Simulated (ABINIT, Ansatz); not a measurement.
Planning a run of ABINIT 10.8.3 on CdTe (F-43m). The input:

```
acell 3*1.0 Angstrom
rprim 
  0.000000000000 3.240000000000 3.240000000000
  3.240000000000 0.000000000000 3.240000000000
  3.240000000000 3.240000000000 0.000000000000
ntypat 2
znucl 48 52
natom 2
typat 1 2
xred 
  0.000000000000 0.000000000000 0.000000000000
  0.250000000000 0.250000000000 0.250000000000
pp_dirpath "pseudos"
pseudos "Cd.upf, Te.upf"
ecut 47
ngkpt 4 4 4
nshiftk 1
shiftk 0 0 0
kptopt 1
chksymbreak 0
istwfk *1
occopt 1
irdwfk 1
optdriver 3
nband 98
ecuteps 4.2
inclvkb 2
awtr 1
symchi 1
indata_prefix "in"
outdata_prefix "out"
tmpdata_prefix "tmp"
```

```sh
OMP_NUM_THREADS=1 mpirun -n 8 abinit run.abi > log
```

Q: Estimate wall time and host memory on 8 MPI ranks of AMD EPYC 7R43, shared host.

It took 77 s; on shared hardware allow 39 s to 2.6 min. Peak host memory was 2.6 GiB.

[Paths, hosts, dates, memory and timing lines, banners, echoed tables and standing remarks are left out of the program output.]

[Logs are printed without paths, hosts, clocks, repeated set-up lines and the standing remarks that a program may print on its own settings, such as how far it seeks lower states.]

[Runs of the session that timed out or met a known fault of the program may be left out.]

[Hosts, paths, dates, database ids (printed as entryN), source tags and the programs' standing remarks are cut or masked in the printed files.]

[G0W0 gaps are taken among the corrected bands and points alone; a level outside them can change the order at an edge.]

[Where Ansatz stands beside ABINIT at settings called matched, ABINIT's density can come from a denser mesh and the files from another edition; pairs whose starting gaps differed by over 0.03 eV were left out, so agreement reads better than it is.]
